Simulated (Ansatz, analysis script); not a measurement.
# Energy of a turned moment in La2Fe2Se2O3, part 2 of 2

How well does a Heisenberg term describe La2Fe2Se2O3? One moment is turned under a constraint.

Ansatz 0.2.0; LDA with U = 4.5 eV on Fe d, PAW set soft_2 (files made for PBE).

So far. Step 2 (Starting state): The run ends antiferromagnetic, with a net moment of 0 μB a cell. Only this order was typed.

## Step 3: Turned states in one run

Level of this step: Ansatz DFT on spinors, a batch of states with constrained moment directions; LDA+U, PAW default (Ansatz).

A canted state is in general not stationary, so a lock holds the direction of each moment by a field that the run finds for itself, and its size too. One batch solves all states on one mesh, so that their energies can be subtracted.

The input counts atoms from 0. Atom 3 (Fe) is the turned one, and with it all its lattice images.

The runs on spinors take the mesh 5×5×5.

The input, input.yaml:

```yaml
crystal:
  lattice:
    - [-2.0608245057, 2.0608395062, 9.4894935136]
    - [2.0608245057, -2.0608395062, 9.4894935136]
    - [2.0608245057, 2.0608395062, -9.4894935136]
  atoms:
    - { symbol: La, position: [0.3136675, 0.3136675, 0.0] }
    - { symbol: La, position: [0.6863325, 0.6863325, 0.0] }
    - { symbol: Fe, position: [0.0, 0.5, 0.5], spin: 3.29, spin_axis: [0.0, 0.0, 1.0] }
    - { symbol: Fe, position: [0.5, 0.0, 0.5], spin: 3.29, spin_axis: [0.0, 0.0, -1.0] }
    - { symbol: Se, position: [0.902149, 0.902149, 0.0] }
    - { symbol: Se, position: [0.097851, 0.097851, 0.0] }
    - { symbol: O, position: [0.5, 0.5, 0.0] }
    - { symbol: O, position: [0.250001, 0.750001, 0.5] }
    - { symbol: O, position: [0.749999, 0.249999, 0.5] }
kpoints:
  mp_grid: { grid: [5, 5, 5] }
hamiltonian:
  xc: lda
  hubbard: { sites: [{ species: Fe, l: d, u_eff: 4.5 }] }
scf:
  occupations: { method: fermi_dirac, width: 0.02 }
  max_iter: 120
  convergence: { dr2_threshold: 1.0e-08 }
basis:
  ecutwfc: 420.0
magnetization:
  noncollinear: true
magnetic_configurations:
  lock: { kind: vector }
  seed: rotate
  angular_fan:
    site: 3
    rotation_axis: [0, 1, 0]
    angles_deg: [0, 10, 20, 45, 90, 180]
checkpoint:
  read: start
```

Launch:

```
$ ansatz run input.yaml --threads 4 --pin off --max-ram 16384MiB --backend cpu --events-out ev --progress --plain --runs-dir out
```

Numbers of over 12 decimals in the logs are rounded to 6 here.

Log:

```text
Warning: 4 symmetry operations that the atoms keep within the bar at which the run's group was sought (crystal.symmetry.tolerance 1.0e-5, or twice it) were not taken beside the 4 unitary ones that the detection took (of a slab, those that keep its plane). If the more symmetric cell is meant, write the vectors of crystal.lattice to more decimals, or, with the positions in fractional coordinates, give it by lengths and [...]
Warning: checkpoint.read: spin treatment differs: saved collinear, current noncollinear; the saved charge density seeds this run and the saved magnetisation is carried along the axis that this deck's starting moments share; the saved density holds an absolute magnetisation of 7.5e0 μB; saved orbitals are not carried; the saved PAW projector densities are carried along that axis; the saved DFT+U occupations are carried along that axis
[...]
davidson cushion auto → off  (block headroom 22 ≥ Hubbard manifold empty extent 8; pin scf.eigensolver.cushion to override)
Crystal: 9 atoms, lattice volume = 161.209 Å³
Basis set: ecut = 420 eV, 3179 PW (Γ), FFT grids on a1+a3, a2+a3, a3
Bands: 126, of which v1, the nominal top of the filled ones, is band 104 counted from 1 (103 counted from 0)
Symmetry: 4 space group operations
k-points: 63 of 125 (irreducible under 2 space group operations)
[...]
SCF iter   1: F=-33431.142631 eV  HF=-33431.142633 eV  |F-HF|=1.53e-6  |Δ(HF+E_count)|=         —  Δρ=3.43e-5  dr2=2.37e-6  dr2_m=9.20e-8  ethr=8.17e-6  |M|=1.24e-8 ∫|m|=7.45e0 μB  |m|>n=0.0e0 m-floor=0.0e0 τ_xc=2.3e-28  β_m=0.30  ⟨swp⟩=19.3  Hψ=79929  notcnv=56  reapply=59
eigensolver tolerance schedule: the retry pair's looser diagonalisation over-reported the residual by 3579.65 of it (diagonalisation noise at 0.41 of the residual, at the tolerance the schedule requests for it); recorded, not acted on — ethr = c·dr2/N_el stays at c = 1.0e-1
[...]
spin=Noncollinear: Resta preconditioning applied to the charge; magnetization (m_x, m_y, m_z) channels mix plain (no charge-response kernel on spin).
SCF iter   2: F=-33431.142642 eV  HF=-33431.142642 eV  |F-HF|=1.46e-7  |Δ(HF+E_count)|=   9.54e-6  Δρ=1.83e-5  dr2=5.61e-7  dr2_m=4.58e-8  ethr=2.28e-9  |M|=1.42e-8 ∫|m|=7.45e0 μB  |m|>n=0.0e0 m-floor=0.0e0 τ_xc=1.9e-29  β_m=0.42  ⟨swp⟩=6.1  Hψ=29299  notcnv=0  defer=9
[...]
SCF iter   5: F=-33431.142643 eV  HF=-33431.142643 eV  |F-HF|=1.72e-9  |Δ(HF+E_count)|=   1.46e-8  Δρ=2.69e-6  dr2=5.35e-9  dr2_m=1.61e-9  ethr=1.72e-11  |M|=8.10e-15 ∫|m|=7.45e0 μB  |m|>n=0.0e0 m-floor=0.0e0 τ_xc=2.4e-29  ⟨swp⟩=5.0  Hψ=18614  notcnv=0  defer=8
SCF 1 converged in 5 iterations: F = -33431.142643 eV  dr2 = 5.35e-9
[...]
the search or the solves at the SCF's close seem to have found levels that the self-consistency loop had missed (the run counts 2). By its estimate they hold under 1e-12 electrons; where the run keeps them, the occupations were computed again with them
── magnetic configuration reference member: converged ──
── magnetic configuration member 1/6: fan3.0 ──
[...]
SCF 1 converged in 4 iterations: F = -33431.142643 eV  dr2 = 2.04e-9
[...]
── member 1 fan3.0: converged ──
── magnetic configuration member 2/6: fan3.10 ──
Symmetry: 2 space group operations
k-points: 63 of 125
[...]
SCF 1 converged in 8 iterations: F = -33431.141934 eV  dr2 = 1.23e-10
── member 2 fan3.10: converged ──
── magnetic configuration member 3/6: fan3.20 ──
[...]
SCF 1 converged in 9 iterations: F = -33431.139827 eV  dr2 = 4.24e-9
── member 3 fan3.20: converged ──
── magnetic configuration member 4/6: fan3.45 ──
[...]
SCF 1 converged in 10 iterations: F = -33431.128922 eV  dr2 = 1.17e-9
── member 4 fan3.45: converged ──
── magnetic configuration member 5/6: fan3.90 ──
[...]
SCF 1 converged in 11 iterations: F = -33431.095283 eV  dr2 = 7.92e-10
── member 5 fan3.90: converged ──
── magnetic configuration member 6/6: fan3.180 ──
[...]
Constraint outer step 1 at iter 11: max|Δm| = 2.12e-2 μB  λ_eff = 1.000 eV/μB²  [c0 t5: gradient δμ = +4.237e-2 eV/μB]
[...]
SCF 1 converged in 22 iterations: F = -33431.041959 eV  dr2 = 4.04e-9
── member 6 fan3.180: converged ──
SCF converged after 5 iterations
Stability not checked: this state was not tested for a lower state beside it, because a magnetisation constraint still acts at the end of the SCF (magnetization_constraint; see scf.lower_state_search)
Magnetization: |M| = 0.0000 μB,  M = (-0.0000, -0.0000, +0.0000) μB
Absolute magnetization: 7.4581 μB (∫|m|, with the PAW one-centre terms)
  site 0: m = (+0.0000, -0.0000, +0.0000) μB, |m| = 0.0000 μB  (R = 0.99 Å)
  site 1: m = (-0.0000, -0.0000, +0.0000) μB, |m| = 0.0000 μB  (R = 0.99 Å)
  site 2: m = (+0.0000, +0.0000, +3.2874) μB, |m| = 3.2874 μB  (R = 0.85 Å)
  site 3: m = (-0.0000, -0.0000, -3.2874) μB, |m| = 3.2874 μB  (R = 0.85 Å)
  site 4: m = (+0.0000, -0.0000, -0.0000) μB, |m| = 0.0000 μB  (R = 1.14 Å)
  site 5: m = (-0.0000, +0.0000, -0.0000) μB, |m| = 0.0000 μB  (R = 1.14 Å)
  site 6: m = (-0.0000, +0.0000, -0.0000) μB, |m| = 0.0000 μB  (R = 0.85 Å)
  site 7: m = (+0.0000, -0.0000, -0.0000) μB, |m| = 0.0000 μB  (R = 0.99 Å)
  site 8: m = (-0.0000, -0.0000, -0.0000) μB, |m| = 0.0000 μB  (R = 0.99 Å)
--- Magnetisation constraints (ε_frz = 1.0e-4 eV) ---
  site  kind           target                      achieved (μB)             |Δ|max (μB)  g (eV/μB)                     λ_eff  esc  ok   flags
  2     per_site_axis  ê (+0.000, +0.000, +1.000)  (-0.000, -0.000, +3.287)  5.61e-45     (-5.6e-45, -1.1e-44, +0.0e0)  1.000  0    yes
  3     per_site_axis  ê (+0.000, +0.000, -1.000)  (+0.000, +0.000, -3.287)  1.40e-45     (+2.8e-45, +1.4e-45, +0.0e0)  1.000  0    yes
Free energy (F): -33431.142643 eV
[...]
Internal energy: -33431.142643 eV  (E = F + TS)
E sigma→0 (E₀):  -33431.142643 eV
Fermi energy:    11.162785 eV
[...]
--- Hubbard shell moments (per corrected site; Tr N, ν in electrons; μ in μ_B) ---
  shell 0: Tr N=6.3336  μ_S=(+0.0000, +0.0000, +3.5912)  μ_L=(-0.0000, -0.0000, -0.0000)  μ=(-0.0000, -0.0000, +3.5912)  ν=0.0000 along (+0.000, +0.000, +1.000)
  shell 1: Tr N=6.3336  μ_S=(+0.0000, -0.0000, -3.5912)  μ_L=(+0.0000, -0.0000, +0.0000)  μ=(+0.0000, -0.0000, -3.5912)  ν=0.0000 along (-0.000, -0.000, -1.000)
--- Band table (eV; the first three rows and the last of 63) ---
  k-point 0: bands = [... 100 lower, 9.7983, 9.7983, 9.8840, 9.8841, 12.5549, 12.5549, 12.5588, 12.5588, ... 18 higher]
  k-point 1: bands = [... 100 lower, 9.5491, 9.5491, 9.7384, 9.7384, 12.6329, 12.6329, 12.7793, 12.7793, ... 18 higher]
  k-point 2: bands = [... 100 lower, 9.4615, 9.4615, 9.6333, 9.6334, 12.9384, 12.9384, 13.0354, 13.0354, ... 18 higher]
  k-point 62: bands = [... 100 lower, 9.3007, 9.4722, 9.6121, 9.9281, 12.5302, 12.7069, 12.8007, 12.9821, ... 18 higher]
Occupation matrices written to <dir>
--- Magnetic configurations: 6 members + reference (common group order 2, 63 k-points under it; vector lock λ = 1 eV/μ_B², moment radius default, seed rotate, symmetry detected) ---
  F: the free energy, without the constraint's penalty, at the texture the member reached; Δ(F+E_count)@target: (F + electron-count term + first-order target correction) against the reference's — the energy at the target texture, the difference a fit consumes
  member                      status             F (eV) Δ(F+E_count)@target (meV)  max|Δm| μB  max|g| eV/μB  outer  esc   |G|
  reference                converged     -33431.1426426                    +0.000    5.61e-45      1.12e-44      0    0     4
  fan3.0                   converged     -33431.1426426                    -0.000     2.02e-6       4.04e-6      0    0     4
  fan3.10                  converged     -33431.1419338                    +0.715     1.24e-3       2.48e-3      0    0     2
[...]
fan3.45                  converged     -33431.1289219                   +13.855     5.54e-3       1.11e-2      0    0     2
[...]
fan3.180                 converged     -33431.0419588                  +101.181     1.39e-3       1.78e-1      2    0     4
  no lower state was looked for behind 7 of the runs: none is made under a magnetisation constraint held to the close
```

Run time: 18 min. Hardware: 4 threads of Arm Neoverse V1, shared host; peak memory 2.8 GiB.

The batch gives an energy and a set of moments for each member that converges.

## Step 4: Analysis

All numbers here come from the batch. Energies are free energies plus the run's first-order correction to the targets, less the reference.

```
angle (°)  energy (meV a cell)  turned moment (μB)
        0                 0.00               3.287
       10                 0.71               3.288
       20                 2.84               3.288
       45                13.85               3.290
       90                47.96               3.297
      180               101.18               3.289
```

A fit E(θ) = A (1 − cos θ) + B sin²θ to the 5 turned states whose moment kept its size within 15 % gives A = 50.6 meV and B = -2.46 meV, with an r.m.s. miss of 0.14 meV. A > 0 favours the reference's alignment.

## Step 5: Outcome

| Property | Result |
| --- | --- |
| energy at 180° | 101 meV a cell |
| turned moment | 3.29 μB at 0°, 3.29 μB at 180° |
| bilinear term A | 50.6 meV |
| biquadratic term B | -2.46 meV |

Every turn costs energy, 101 meV a cell at 180°, so the antiferromagnetic reference is stable against this one rotation; no orders other than those typed and the 180° state were run. The lock holds the size of the moment too. The biquadratic term is 4.9 % of the bilinear one, so a Heisenberg term alone is not enough; B < 0 softens the collinear states, though not enough for a canted minimum. With two magnetic atoms a cell and E = −Σ J e·e over ordered pairs, the couplings of one atom to all images of the other sum to -25.3 meV. Spin–orbit coupling is switched off, and couplings of the turned atom to its own lattice images don't enter, since these turn with it.

[Logs and program files are shortened in this print: banners, set-up blocks, solver, clock and traceback lines can be left out without a mark of their own.]

[Logs are printed without paths, hosts, clocks, repeated set-up lines and the standing remarks that a program may print on its own settings, such as how far it seeks lower states.]

[Hosts, paths, dates, database ids (printed as entryN), source tags and the programs' standing remarks are cut or masked in the printed files.]
